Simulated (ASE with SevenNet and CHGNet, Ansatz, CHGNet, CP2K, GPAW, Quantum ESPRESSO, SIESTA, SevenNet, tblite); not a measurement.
**Machine-learned potentials on random packing of 26Ag2S-74GeS2 (mol %) (81 atoms): settings against a plane-wave reference**

Aim: run random packing of 26Ag2S-74GeS2 (mol %) (81 atoms) in machine-learned potentials and see how near its forces come to a plane-wave reference, and at what cost.

Program: ASE with SevenNet and CHGNet. Level of theory: the method is named at each step. Results are calculated unless marked as measured.

## (1) Set-up

The cell holds 81 atoms: 14 Ag, 47 S and 20 Ge. Its edges and angles: a = 12.404 Å, b = 12.404 Å, c = 12.404 Å, α = 90.0°, β = 90.0°, γ = 90.0°. 81 atoms (14 Ag, 47 S, 20 Ge) packed at random in a cube at 3.89 g/cm³ and pushed apart as soft spheres, cations and anions kept from their own kind; a start for melting by ab initio MD, not an equilibrated structure. Then every atom was moved at random, 0.03 Å r.m.s. a Cartesian component.

The yardstick, on the same geometry:

* method: Kohn-Sham DFT, PBE, PAW, plane waves (Ansatz 0.2.0); cutoff 420 eV, Γ point, fermi-dirac smearing of 0.05 eV; PAW set soft_2
* r.m.s. force component: 0.7391 eV/Å
* longest force: 3.129 eV/Å
* pressure: -0.6663 GPa
* SCF cycles: 11
* time: 24 s on 8 threads of Arm Neoverse V1, shared host
* CPU time: 3 min

## (2) SevenNet 0 potential

Method: machine-learned interatomic potential SevenNet 0, trained on PBE(+U) plane-wave data.

Contents of run.py:

```python
import numpy as np
from ase.io import read
import mlip  # loads the published weights by name

atoms = read("structure.xyz")
atoms.calc = mlip.calc("7net-0")
energy = atoms.get_potential_energy()
forces = atoms.get_forces()
print(f"energy {energy:.6f} eV")
print("forces (eV/A)")
for i, (a, f) in enumerate(zip(atoms, forces)):
    print(f"{i:4d} {a.symbol:2s} {f[0]:10.5f} {f[1]:10.5f} {f[2]:10.5f}")
stress = -atoms.get_stress(voigt=False) * 160.21766
print("stress (GPa, compression positive)")
for row in stress:
    print(" ".join(f"{x:10.4f}" for x in row))
```

Contents of structure.xyz:

```xyz
81
Lattice="12.40390 0.00000 0.00000 0.00000 12.40390 0.00000 0.00000 0.00000 12.40390" Properties=species:S:1:pos:R:3 pbc="T T T"
Ag 7.06464 4.38490 2.60321
Ag 2.87857 11.37276 1.25862
Ag 9.14651 11.54220 1.43141
Ag 8.28060 8.89980 3.06711
Ag 11.39509 9.78643 8.51292
Ag 12.19787 11.45463 12.36830
Ag 5.00324 11.04208 5.68446
Ag 10.73620 8.59764 12.10348
Ag 5.27910 9.91952 8.77030
Ag 5.42162 1.89680 8.52967
Ag 0.81221 1.61586 2.30440
Ag 9.41009 12.00301 4.86295
Ag 3.46056 0.92732 4.10172
Ag 1.70206 9.24537 5.67702
S 11.16500 0.55309 1.61871
S 0.64910 7.94036 2.78592
S 10.65619 2.25974 10.01255
S 0.32535 11.81397 8.25393
S 3.73854 5.02978 6.46578
S 10.21089 6.15246 2.39854
S 7.42746 5.37089 0.41193
S 1.88266 9.34783 0.20132
S 7.21535 0.26085 0.51737
S 0.26408 4.46516 8.91568
S 4.23705 3.31494 3.96255
S 10.02545 10.15954 6.52768
S 6.96665 0.27214 9.66351
S 9.23173 4.32896 4.87076
S 1.62255 0.75453 0.11635
S 4.99766 4.99579 9.57817
S 9.92808 11.51702 9.72478
S 6.14340 2.74498 6.43651
S 10.24835 7.37970 9.23371
S 10.99841 1.88142 6.81334
S 5.79076 8.84187 4.94717
S 2.40983 2.12652 6.50659
S 11.35131 6.17565 6.52458
S 5.31408 3.20318 12.17492
S 10.51355 9.90935 2.69884
S 3.84856 8.36147 7.56514
S 1.41367 8.89062 9.47385
S 2.75317 2.51824 9.72218
S 0.12702 3.77240 4.73965
S 6.18483 9.51181 11.00747
S 7.70505 12.31993 6.60198
S 8.58734 1.96763 2.88664
S 6.33678 11.81782 3.74647
S 8.02991 3.92583 9.40786
S 8.46343 8.51118 0.60779
S 5.32251 9.24190 1.75900
S 7.27439 7.69798 7.91902
S 8.96331 7.54294 4.99232
S 1.82722 4.93998 11.65458
S 11.03029 4.69215 12.01777
S 6.33976 5.57803 4.67515
S 3.46205 11.65123 7.53686
[... 21 atom lines left out ...]
Ge 7.40674 2.49790 0.07703
Ge 3.94531 8.28432 3.51402
Ge 12.39187 6.84460 9.30950
Ge 8.03822 5.80775 6.55360
```

The run is started by

```bash
$ OMP_NUM_THREADS=1 python run.py > output.txt
```

What it wrote:

```text
energy -289.217834 eV
forces (eV/A)
   0 Ag    0.20466    0.36892   -0.12899
   1 Ag    0.17951   -0.29575   -0.18059
   2 Ag   -0.37216   -0.18580    0.09736
   3 Ag   -1.02534   -0.16162   -0.10401
   4 Ag    0.60541    0.14450    0.56685
   5 Ag   -0.23126   -0.73811   -0.81286
   6 Ag    0.20295    0.28329   -0.12861
   7 Ag   -0.06096    0.06483    0.14971
   8 Ag    0.14753    0.48916    0.00601
   9 Ag   -0.57889   -0.08734    0.36371
  10 Ag    0.58120    0.61086    0.63132
  11 Ag    0.45718    0.02665   -0.29837
  12 Ag   -0.77773    0.28505    0.69593
  13 Ag    0.11916    0.23247    0.21687
  14 S    -0.05044    0.49248   -0.04452
  15 S    -0.33744   -0.84462    0.54358
  16 S    -0.27209    0.47452   -0.31020
  17 S     0.70349    0.50112    0.43221
  18 S    -0.01151   -3.32648    1.15567
  19 S     0.68769   -0.60753    0.00914
  20 S     0.27239   -0.69649    0.51243
  21 S    -1.30048    0.01448    0.68488
  22 S     0.01358   -1.04411   -0.49443
  23 S    -0.26566    0.87633    0.37328
[...]
73 Ge   -2.25477   -0.67272    1.68859
  74 Ge   -1.12196    0.69258    0.09237
  75 Ge    2.23966    1.93243    0.36549
  76 Ge    0.54816    0.48381    0.56159
  77 Ge    1.37853    0.33104   -0.09910
  78 Ge    1.24449    0.26580   -1.00948
  79 Ge    1.77159    0.32674   -0.20766
  80 Ge    0.25486   -0.33840   -0.86748
stress (GPa, compression positive)
    0.6725     0.3073    -1.3348
    0.3073    -1.9218    -0.1739
   -1.3348    -0.1739    -1.3838
```

Elapsed: 11 s, on 1 thread of Arm Neoverse V1, shared host; peak memory 0.73 GiB.

Banners, paths, timers and routine set-up lines are dropped from the logs unmarked, and long logs keep their key lines alone; longer cuts are marked.

Numbers from this run, and their distance from the reference:

```yaml
r_m_s_force_component: 0.7729 eV/Å
r_m_s_difference_of_force_components: 246.9 meV/Å
longest_difference_of_force_vectors: 1127 meV/Å
force_difference_over_r_m_s_force: 33.4 %
slope_of_forces_against_the_reference_s: 0.991
correlation_of_force_components: 0.9477
pressure: -0.8777 GPa
pressure_difference: -0.2114 GPa
```

Length of the force difference by element (eV/Å):

| element | atoms | mean | most |
| --- | --- | --- | --- |
| Ag | 14 | 0.24 | 0.36 |
| Ge | 20 | 0.43 | 1.0 |
| S | 47 | 0.40 | 1.1 |

Local excerpt of 14 atoms (numbers count through the whole input) about S20, which has 1 bonded neighbour where the commonest count for S is 2; x, y, z are measured from there.

| atom | x | y | z | distance (Å) | bonds | Fx | Fy | Fz (eV/Å) |
| --- | --- | --- | --- | --- | --- | --- | --- | --- |
| S20 | 0.00 | 0.00 | 0.00 | 0.00 | 1 | 0.69 | -0.61 | 0.01 |
| Ge62 | 2.05 | -0.93 | 0.29 | 2.26 | 3 | -1.69 | 0.54 | 1.04 |
| Ge68 | 0.12 | -2.98 | -1.14 | 3.19 | 2 | 0.25 | 0.53 | -0.67 |
| S52 | -1.25 | 1.39 | 2.59 | 3.20 | 3 | -0.43 | 0.27 | -0.41 |
| S28 | -0.98 | -1.82 | 2.47 | 3.22 | 2 | -0.06 | -0.79 | -0.23 |
| S54 | 0.82 | -1.46 | -2.78 | 3.25 | 2 | 0.20 | 0.17 | -0.55 |
| S16 | 2.84 | 1.79 | 0.39 | 3.38 | 0 | -0.34 | -0.84 | 0.54 |
| Ge73 | 1.00 | 1.73 | 2.75 | 3.40 | 2 | 0.28 | 0.13 | -0.02 |
| Ag4 | -1.93 | 2.75 | 0.67 | 3.42 | 3 | -1.03 | -0.16 | -0.10 |
| S49 | -1.75 | 2.36 | -1.79 | 3.44 | 2 | 0.07 | 0.46 | -0.53 |
| S21 | -2.78 | -0.78 | -1.99 | 3.51 | 1 | 0.27 | -0.70 | 0.51 |
| Ag1 | -3.15 | -1.77 | 0.20 | 3.61 | 3 | 0.20 | 0.37 | -0.13 |
| Ag8 | 0.53 | 2.45 | -2.70 | 3.68 | 1 | -0.06 | 0.06 | 0.15 |
| S39 | 0.30 | 3.76 | 0.30 | 3.78 | 3 | 0.01 | 0.12 | 0.25 |

Atoms are counted from 1 here, from 0 in the log.

Forces lie 33 % from the reference's, at 0.048 times its CPU time (on 1 against 8 cores).

## (3) CHGNet r2SCAN potential

Method: machine-learned interatomic potential CHGNet r2SCAN, trained on r2SCAN plane-wave data.

run.py, as its differences from that of step 2:

```diff
@@ -5,3 +5,3 @@
 atoms = read("structure.xyz")
-atoms.calc = mlip.calc("7net-0")
+atoms.calc = mlip.calc("chgnet-r2scan")
 energy = atoms.get_potential_energy()
```

structure.xyz is that of step 2.

What it wrote:

```text
CHGNet vr2scan initialized with 412,525 parameters
CHGNet will run on cpu
energy -943.332092 eV
forces (eV/A)
   0 Ag   -0.06639    0.38569   -0.25742
   1 Ag    0.10682   -0.55111   -0.23305
   2 Ag   -0.40706   -0.29488   -0.02902
   3 Ag   -0.58070   -0.21076   -0.19950
   4 Ag    0.53839    0.07383    0.41040
   5 Ag   -0.17331   -0.41633   -0.25067
   6 Ag    0.14459    0.35593   -0.20923
   7 Ag   -0.59685    0.06086    0.30139
   8 Ag    0.00856    0.23390   -0.05447
   9 Ag   -0.04956    0.06910    0.31580
  10 Ag    0.38760    0.13871    0.35273
  11 Ag   -0.02863   -0.00573   -0.01508
  12 Ag   -0.26411    0.67720    0.73312
  13 Ag    0.17316    0.36285   -0.18897
  14 S     0.31912   -0.06830   -0.01798
  15 S    -0.33358   -0.94365    0.58407
  16 S    -0.60104    0.94782   -0.21688
  17 S     1.27949    0.31197    0.77095
  18 S    -0.10716   -1.61504    0.64652
  19 S     1.38902   -0.73371   -0.14043
  20 S     0.17402   -1.05028    0.35270
  21 S    -0.03776    0.30343   -0.13959
  22 S     0.30434    0.08366   -0.73361
  23 S     0.23170    1.42642    0.08709
[...]
73 Ge   -1.94456   -1.50605    1.24025
  74 Ge   -1.48654    1.16407   -1.04182
  75 Ge    1.10473    1.26393    0.50538
  76 Ge    0.09170    0.68836    0.94072
  77 Ge   -0.01563   -0.07114   -0.29917
  78 Ge    1.29758    1.23037   -0.56626
  79 Ge    0.55973    0.18152    0.02131
  80 Ge   -0.09438    0.16165   -0.99838
stress (GPa, compression positive)
   -2.1402    -0.1624    -0.7019
   -0.1624    -3.8971     0.1390
   -0.7019     0.1390    -2.8895
```

Wall time 5.1 s (1 thread); peak memory 0.64 GiB.

Against the reference:

```
r.m.s. force component                  : 0.6466 eV/Å
r.m.s. difference of force components   : 537.4 meV/Å
longest difference of force vectors     : 1887 meV/Å
force difference over r.m.s. force      : 72.71 %
slope of forces against the reference's : 0.6184
correlation of force components         : 0.7068
pressure                                : -2.976 GPa
pressure difference                     : -2.309 GPa
```

Against the first run (33 %), the force difference from the reference is 73 %, at 0.46 times the CPU time; this potential was trained at another functional than the reference's, which explains only part of so large a difference.

## (4) SevenNet l3i5 potential

Method: machine-learned interatomic potential SevenNet l3i5, trained on PBE(+U) plane-wave data.

run.py, as its differences from that of step 3:

```diff
@@ -5,3 +5,3 @@
 atoms = read("structure.xyz")
-atoms.calc = mlip.calc("chgnet-r2scan")
+atoms.calc = mlip.calc("7net-l3i5")
 energy = atoms.get_potential_energy()
```

structure.xyz is that of step 3.

What it wrote:

```text
energy -289.392151 eV
forces (eV/A)
   0 Ag    0.01756    0.30032    0.15948
   1 Ag    0.16791   -0.73296   -0.21559
   2 Ag   -0.43211   -0.34070   -0.05461
   3 Ag   -0.94947   -0.35199   -0.14424
   4 Ag    0.62888    0.31165    0.51898
   5 Ag   -0.30177   -0.73990   -0.53720
   6 Ag    0.09301    0.31237   -0.09345
   7 Ag   -0.07277   -0.01295    0.07432
   8 Ag    0.03032    0.73303   -0.10895
   9 Ag   -0.58976   -0.15899    0.70151
  10 Ag    0.65261    0.65051    0.82431
  11 Ag    0.40437    0.12675   -0.52820
  12 Ag   -0.70479    0.19363    0.79192
  13 Ag    0.15770    0.20857    0.13550
  14 S    -0.37149    0.35250   -0.13638
  15 S    -0.43695   -0.56345    0.69533
  16 S    -0.34520    0.71537   -0.32888
  17 S     0.53501    0.29288    0.49330
  18 S     0.28354   -3.13688    1.47243
  19 S     0.83991   -0.82337   -0.08621
  20 S     0.19202   -0.82727    0.14575
  21 S    -1.43896    0.50473    0.55031
  22 S     0.00314   -0.54007   -0.40505
  23 S    -0.24060    0.61156    0.20212
[...]
73 Ge   -1.87595   -0.87972    1.61410
  74 Ge   -0.85954    0.54225   -0.55685
  75 Ge    2.13675    1.51861    0.18738
  76 Ge    0.30801    0.54054    0.83135
  77 Ge    0.75966    0.53451   -0.28639
  78 Ge    1.42266   -0.05989   -0.85577
  79 Ge    1.85054    0.23672   -0.15610
  80 Ge    0.25700   -0.07540   -0.99506
stress (GPa, compression positive)
    0.1845     0.0910    -0.9115
    0.0910    -1.8417    -0.0515
   -0.9115    -0.0515    -1.1350
```

Run time: 10 s. Hardware: 1 thread; peak memory 1 GiB.

Compared with the plane-wave run:

```yaml
r_m_s_force_component: 0.7402 eV/Å
r_m_s_difference_of_force_components: 257.5 meV/Å
longest_difference_of_force_vectors: 1078 meV/Å
force_difference_over_r_m_s_force: 34.84 %
slope_of_forces_against_the_reference_s: 0.9409
correlation_of_force_components: 0.9394
pressure: -0.9307 GPa
pressure_difference: -0.2644 GPa
```

Against the first run (33 %), the force difference from the reference is 35 %, at 1.2 times the CPU time.

## (5) All runs compared

Differences are against the plane-wave reference, forces as r.m.s. over components; share is that over the reference's r.m.s. force, slope the least-squares factor from reference forces to these. Total energies of different programs have different zeros and aren't compared.

| run | Δ force, r.m.s. (meV/Å) | share (%) | slope | Δ pressure (GPa) | cores | CPU time | memory (GiB) |
| --- | --- | --- | --- | --- | --- | --- | --- |
| reference | - | - | - | - | 8 | 3 min | 2.9 |
| SevenNet 0 potential | 247 | 33.4 | 0.991 | -0.211 | 1 | 8.7 s | 0.73 |
| CHGNet r2SCAN potential | 537 | 72.7 | 0.618 | -2.31 | 1 | 4 s | 0.64 |
| SevenNet l3i5 potential | 257 | 34.8 | 0.941 | -0.264 | 1 | 10 s | 1.0 |

Times of the machine-learned potentials are mostly Python's start and the loading of weights.

CPU time is summed over cores on a shared host, where runs went side by side, so it is rough. Symmetry, cutoffs, thresholds, outputs and thread counts weren't matched or tuned between programs; memory under MPI is the largest rank's times the ranks.

## (6) Results

```yaml
nearest_in_forces: SevenNet 0 potential, 33 %
its_cpu_time: 8.7 s
```

What this shows: Machine-learned potentials differ by 33 % (SevenNet 0 potential) to 73 % (CHGNet r2SCAN potential); they were trained on other programs' data, some at another functional. Machine-learned potentials mimic data converged in k, so the reference's own k-point error enters their differences. The electronic-structure runs sample only Γ, in a cell whose shortest periodic width is 12 Å, which is coarse for a cell with partly filled levels.

[Also dropped from logs without a mark: logging warnings of Python, and SIESTA's first energy breakdown and zero terms.]

[Logs are printed without paths, hosts, clocks, repeated set-up lines and the standing remarks that a program may print on its own settings, such as how far it seeks lower states.]

[Hosts, paths, dates, database ids (printed as entryN), source tags and the programs' standing remarks are cut or masked in the printed files.]
